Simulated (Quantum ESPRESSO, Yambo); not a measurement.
# A GW chain in Yambo: SnSe2 (1T monolayer), part 3 of 3

How does a plane-wave GW calculation on SnSe2 (1T monolayer) run from the first input to the gap?

Quantum ESPRESSO 7.5 and Yambo 5.3.0; PBE and many-body steps on it, plane waves. Known limits of the many-body steps: not at the basis limit; no spin-orbit coupling.

So far. Step 3 (Bands along the symmetry lines): The gap is 0.783 eV, −0.059 eV from the run before at this level. Step 4 (Empty states on the mesh, 6×6×1 mesh, 126 bands): On this mesh the gap is 0.793 eV.

## 6. Screening and self-energy, 6×6×1 mesh, 126 bands, screening to 108.8 eV

G0W0 replaces the xc potential by the self-energy, built once from these orbitals. Only a window of levels is corrected, while the sums run over the empty bands that the input names.

This step: G0W0 on PBE, plane waves, norm-conserving pseudopotentials.

The input, gw1.in:

```
HF_and_locXC
gw0
dyson
ppa
em1d
rim_cut
rim_w
RandQpts= 3000000
RandGvec= 100 RL
CUTGeo= "slab z"
RandGvecW= 9 RL
EXXRLvcs= 104 Ry
VXCRLvcs= 416 Ry
Chimod= "HARTREE"
% BndsRnXp
 1 | 126 |
%
NGsBlkXp= 8 Ry
% LongDrXp
 1 | 1 | 0 |
%
% GbndRnge
 1 | 126 |
%
DysSolver= "n"
ExtendOut
PPAPntXp= 27.21138 eV
% QPkrange
 2 | 2 | 34 | 37 |
 4 | 4 | 34 | 37 |
 1 | 1 | 34 | 37 |
%
```

Started as:

```console
OMP_NUM_THREADS=2 mpirun -n 4 yambo -F gw1.in -J gw1 -C gw1 > gw1.log
```

Output:

```text
 Yambo, version 5.3.0

 [02] CORE Variables Setup
 =========================

  [... cell, symmetries and grids as in the set-up ...]

  [02.05] Energies & Occupations
  ==============================

  [X] === General ===
  [X] Electronic Temperature                        :  0.000000  0.000000 [eV K]
  [X] Bosonic    Temperature                        :  0.000000  0.000000 [eV K]
  [X] Finite Temperature mode                       : no
  [X] El. density                                   :  0.35918E+24 [cm-3]
  [X] Fermi Level                                   :  0.130244 [eV]

  [X] === Gaps and Widths ===
  [X] Conduction Band Min                           :  0.793470 [eV]
  [X] Valence Band Max                              :  0.000000 [eV]
  [X] Filled Bands                                  :   35
  [X] Empty Bands                                   :   36  126
  [X] Direct Gap                                    :  1.097955 [eV]
  [X] Direct Gap localized at k                     :   4
  [X] Indirect Gap                                  :  0.793470 [eV]
  [X] Indirect Gap between kpts                     :   2   4
  [X] Last valence band width                       :  0.765720 [eV]
  [X] 1st conduction band width                     :  1.360906 [eV]

 [03] Transferred momenta grid and indexing
 ==========================================

 IBZ Q-points                                      :   7
 BZ  Q-points                                      :   36

 K/Q-points units:
 rlu = crystal or reduced units; cc = cartesian coordinates; iku = interal k-units

 Q [1]          [rlu]:  0.000000  0.000000  0.000000
 Q [2]          [rlu]:  0.44728E-18  0.16667       0.0000
 Q [3]          [rlu]:  0.89455E-18  0.33333       0.0000
 Q [4]          [rlu]: -0.13418E-17 -0.50000       0.0000
 Q [5]          [rlu]:  0.166667  0.166667  0.000000
 Q [6]          [rlu]:  0.166667  0.333333  0.000000
 Q [7]          [rlu]:  0.333333  0.333333  0.000000

 [04] Coloumb potential Random Integration (RIM)
 ===============================================

 Performing RIM of v_slab

  [04.01] RIM initialization
  ==========================

  * Diagonal components only detected *

  8 x (sBL volume)        :  0.041913 [a.u.]
  sBZ random points       :  3000000
  Points outside the sBZ  :  24000829
  RL volume               :  0.188608 [a.u.]
  Integrated volume       :  0.188602 [a.u.]

  [04.02] RIM integrals
  =====================

  Gamma point sphere radius             :  0.038790 [a.u.]
  Points outside the sphere             :  2398884
  [Int_sBZ(q=0) 1/q^2]*(Vol_sBZ)^(-1/3) =:  7.486587
                                 should be <:  7.795600

  Summary of Coulomb integrals for non-metallic bands |Q|[au] RIM/Bare

  Q [1] 0.100000E-4 0.960361 * Q [2] 0.165203 0.996423
  Q [5] 0.286140 1.024334 * Q [3] 0.330407 1.023185
  Q [6] 0.437087 1.017525 * Q [4] 0.495610 1.014631
  Q [7] 0.572281 1.011285
  Non-periodic chartesian directions : none
  Optical renormalization            :  28.34589 [au]
  Polarizability dimension           : length

 [05] Coloumb potential CutOffslab
 =================================

 Cut directionsZ
 Slab Cutoff:Z
 Symmetry test passed : yes

 [06] Dipoles
 ============

  [06.01] Setup: observables and procedures
  =========================================

  [WARNING] [x,Vnl] slows the Dipoles computation. To neglect it rename the ns.kb_pp file

 [07] Dynamic Dielectric Matrix (PPA)
 ====================================

 [WR./gw1//ndb.pp]---------------------------------------------------------------
  Brillouin Zone Q/K grids (IBZ/BZ)                :    7   36    7   36
  RL vectors                                       :  27517 [WF]
  Coulomb cutoff potential                         : slab z
  Electronic Temperature                           :  0.000000 [K]
  Bosonic    Temperature                           :  0.000000 [K]
  PPA    diel. fun.  energies                      : Perdew, Burke & Ernzerhof(X)+Perdew, Burke & Ernzerhof(C)
  wavefunctions                                    : Perdew, Burke & Ernzerhof(X)+Perdew, Burke & Ernzerhof(C)
  Global Gauge                                     : length
  X matrix size                                    :   523
  X band range                                     :    1  126
  X e/h energy range                               : -1.000000 -1.000000 [eV]
  X Time ordering                                  : R
  X Hxc Kernel                                     : HARTREE
  X Drude frequency                                :  0.000000  0.000000
  X poles                                          :  100.0000 [o/o]
  RL vectors in the sum                            :  27517
  [r,Vnl] included                                 : yes
  Field direction                                  :  0.707107E-5  0.707107E-5   0.00000
  BZ energy Double Grid                            : no
  BZ energy DbGd points                            : 0
  BZ Q point size factor                           : -1.000000
  X Optical Averaged directions                    : none

 [08] Local Exchange-Correlation + Non-Local Fock
 ================================================

 [VXC] Plane waves :  188435
 [EXS] Plane waves :  23595

 QP @ state[ 1 ] K range:  1  2
 QP @ state[ 1 ] b range:   34   37
 QP @ state[ 2 ] K range:   4   4
 QP @ state[ 2 ] b range:   34   37

 [xc] Functional : Perdew, Burke & Ernzerhof(X)+Perdew, Burke & Ernzerhof(C)
 [xc] LIBXC used to calculate xc functional
  PP Number of Atomic Species                      :  2
  NLCC RL compoments                               :  188435
  PP Number of Atomic Species                      :  2
  NLCC RL compoments                               :  188435

 [xc] E_xc :  -68.29967 [Ha]
      E_xc :  -136.5993 [Ry]

  Local XC kind (lXC) : Perdew, Burke & Ernzerhof(X)+Perdew, Burke & Ernzerhof(C)
  Non-Local XC kind (nlXC) : Hartree-Fock

  Corrections @ K [1] :  [eV]
 <34|nlXC|34> = -16.39322 -0.92521E-18 <34|lXC|34> = -14.46273 -0.37763E-15
 <35|nlXC|35> = -16.39317 -0.11521E-16 <35|lXC|35> = -14.46273  0.29503E-17
 <36|nlXC|36> = -10.20045 -0.53031E-17 <36|lXC|36> = -13.19856 -0.94408E-16
 <37|nlXC|37> = -7.444950  0.12313E-17 <37|lXC|37> = -11.34881  0.000000

  Corrections @ K [2] :  [eV]
 <34|nlXC|34> = -15.67255 -0.17314E-16 <34|lXC|34> = -12.98765  0.000000
 <35|nlXC|35> = -16.41325 -0.26669E-17 <35|lXC|35> = -14.45776  0.000000
 <36|nlXC|36> = -10.79604 -0.59168E-18 <36|lXC|36> = -14.21539  0.94408E-16
 <37|nlXC|37> = -6.998522  0.13062E-18 <37|lXC|37> = -10.94433  0.37763E-15

  Corrections @ K [4] :  [eV]
 <34|nlXC|34> = -16.01118  0.12582E-16 <34|lXC|34> = -13.46420  0.000000
 <35|nlXC|35> = -16.32300  0.62512E-18 <35|lXC|35> = -14.16544  0.000000
 <36|nlXC|36> = -9.762545 -0.20495E-17 <36|lXC|36> = -12.75145 -0.59005E-17
 <37|nlXC|37> = -7.060782  0.10046E-17 <37|lXC|37> = -11.14237  0.000000

 [09] Dyson equation: Newton solver
 ==================================

  [09.01] RIM-W interpolation
  ===========================

  [WARNING] RIM-W works only for 2D semiconductors with slab cutoff
  Found compatible q grid: 2D
  q_min[ 1 ]:  0.16667      0.61315E-12   0.0000     [rlu]
   0.166667  0.083333  0.000000 [iku]
  q_min[ 2 ]:  0.44728E-18  0.16667       0.0000     [rlu]
   0.49686E-11  0.16667       0.0000     [iku]
  G-vectors :   9
  G-vectors loaded:   61
  Number of interpolated frequencies:  2

  Evaluating coefficients q = 0
  Evaluating coefficients q = 0

  [09.02] RIM-W integrals
  =======================

  8 x (sBL volume)        :  0.041913 [a.u.]
  sBZ random points       :  3000000
  Points outside the sBZ  :  24000829
  RL volume               :  0.188608 [a.u.]
  Integrated volume       :  0.188602 [a.u.]

  [09.03] RIM integrals
  =====================

  Comparison between head Wc = W - v averages: < Wc > [au] RIM-W/RIM

   < -Wc [Q = 1] > 0.333197E-1 0.415143E-4 * < -Wc [Q = 2] > 0.005513 0.005347
   < -Wc [Q = 3] > 0.001067 0.001048 * < -Wc [Q = 4] > 0.369621E-3 0.365551E-3
   < -Wc [Q = 5] > 0.001543 0.001512 * < -Wc [Q = 6] > 0.525403E-3 0.520353E-3
   < -Wc [Q = 7] > 0.255483E-3 0.254209E-3

  Comparison between head Wc = W - v averages: < Wc > [au] RIM-W/RIM

   < -Wc [G = 1,G`=0] > 0.333197E-1 0.415143E-4 * < -Wc [G = 2,G`=0] >-0.001764 0.000000
   < -Wc [G = 3,G`=0] >-0.001764 0.000000 * < -Wc [G = 4,G`=0] >-0.262015E-4  0.00000
   < -Wc [G = 5,G`=0] >-0.261830E-4  0.00000 * < -Wc [G = 6,G`=0] > 0.149541E-3  0.00000
   < -Wc [G = 7,G`=0] > 0.149519E-3  0.00000 * < -Wc [G = 8,G`=0] >-0.223569E-4  0.00000
   < -Wc [G = 9,G`=0] >-0.223551E-4  0.00000

 [10] G0W0 (W PPA)
 =================

 [  GW  ] Bands range     :    1  126
 [GW/PPA] G damping       :  0.100000 [eV]

 QP @ state[ 1 ] K range:  1  2
 QP @ state[ 1 ] b range:   34   37
 QP @ state[ 2 ] K range:   4   4
 QP @ state[ 2 ] b range:   34   37

  Sc/G bands                                       :    1  126
  Sc/G damping                                     :  0.100000 ev
  Sc bands terminator                              : no
  Sx RL components                                 :  23595

  QP @ state[ 1 ] K range                          :  1  2
  QP @ state[ 1 ] b range                          :   34   37
  QP @ state[ 2 ] K range                          :   4   4
  QP @ state[ 2 ] b range                          :   34   37
  GF energies kind                                 : Perdew, Burke & Ernzerhof(X)+Perdew, Burke & Ernzerhof(C)
  GF WF`s kind                                     : Perdew, Burke & Ernzerhof(X)+Perdew, Burke & Ernzerhof(C)
  Xs energies kind                                 : Perdew, Burke & Ernzerhof(X)+Perdew, Burke & Ernzerhof(C)
  Xs WF`s kind                                     : Perdew, Burke & Ernzerhof(X)+Perdew, Burke & Ernzerhof(C)

 [14] Game Over & Game summary
```

Elapsed: 9.9 min, on 4 MPI ranks of Intel Xeon 6975P-C (Granite Rapids), shared host; peak memory 6 GiB.

This step gave:

```yaml
g0w0_gap_on_the_points_computed: 1.867 eV
starting_gap_on_the_mesh: 0.7935 eV
k_of_the_valence_top: 0, 0.1667, 0
k_of_the_conduction_bottom: 0, -0.5, 0
least_direct_g0w0_gap_on_the_computed_points: 2.236 eV
z_at_the_valence_top: 0.7470
z_at_the_conduction_bottom: 0.7635
```

The gap on the mesh goes from 0.79 eV to 1.87 eV, a correction of +1.07 eV. The start differs from the 0.84 eV found before because the two sample other k points.

Limits: finite bands, cutoff and mesh; no spin-orbit coupling. v1 is the top filled band, c1 the lowest empty one. The levels before and after the correction (eV, zero at the valence-band top of each column):

```csv
,conduction bottom,valence top
Kohn-Sham,0.79,0.00
G0W0,1.87,0.00
```

```csv
,level,energy (eV)
Kohn-Sham,(0 0.167 0) v2,-0.850
Kohn-Sham,(0 0.167 0) v1,0.000
Kohn-Sham,(0 0.167 0) c1,2.154
Kohn-Sham,(0 0.167 0) c2,3.812
Kohn-Sham,(0 -0.5 0) v2,-0.643
Kohn-Sham,(0 -0.5 0) v1,-0.304
Kohn-Sham,(0 -0.5 0) c1,0.793
Kohn-Sham,(0 -0.5 0) c2,4.101
G0W0,(0 0.167 0) v2,-1.086
G0W0,(0 0.167 0) v1,0.000
G0W0,(0 0.167 0) c1,3.418
G0W0,(0 0.167 0) c2,4.773
G0W0,(0 -0.5 0) v2,-0.832
G0W0,(0 -0.5 0) v1,-0.369
G0W0,(0 -0.5 0) c1,1.867
G0W0,(0 -0.5 0) c2,5.086
```

## 7. Where the time went

Times are wall times on the hardware named with each run, good to a factor of about two.

```csv
step,time,share,memory (GiB)
ground state,47 s,7 %,1.8
bands along the symmetry lines,16 s,2 %,1.7
empty states on the mesh,24 s,4 %,1.6
conversion and set-up,4.8 s,1 %,0.26
screening and self-energy,9.9 min,86 %,6.0
```

## 8. What came out

| Property | Result |
| --- | --- |
| PBE gap | 0.78 eV, indirect |
| G0W0 gap on the mesh | 1.87 eV |
| GW settings | 6×6×1 mesh, 126 bands, screening to 108.8 eV, Godby-Needs plasmon pole |
| known limits | not at the basis limit; no spin-orbit coupling |

**Reading.** G0W0 moves the gap on the mesh from 0.79 eV to 1.87 eV (+1.07 eV), with Z of 0.75 and 0.76 at the edges. Only 3 of the mesh's irreducible points were corrected, so a valley elsewhere could overtake. The dearest step here is «screening and self-energy». Bands and cutoff are finite, so the gap is not at the basis limit. The miss can reach some tenths of an eV and take either sign; the mesh is an error of its own. In the G0W0 run levels were corrected at 3 k points alone, so a gap called «on the mesh» is the least over those, and an edge elsewhere would be missed. The many-body steps are scalar-relativistic: spin-orbit coupling is not in them.

[Paths, hosts, dates, memory and timing lines, banners, echoed tables and standing remarks are left out of the program output.]

[Logs are printed without paths, hosts, clocks, repeated set-up lines and the standing remarks that a program may print on its own settings, such as how far it seeks lower states.]

[Runs of the session that timed out or met a known fault of the program may be left out.]

[Hosts, paths, dates, database ids (printed as entryN), source tags and the programs' standing remarks are cut or masked in the printed files.]
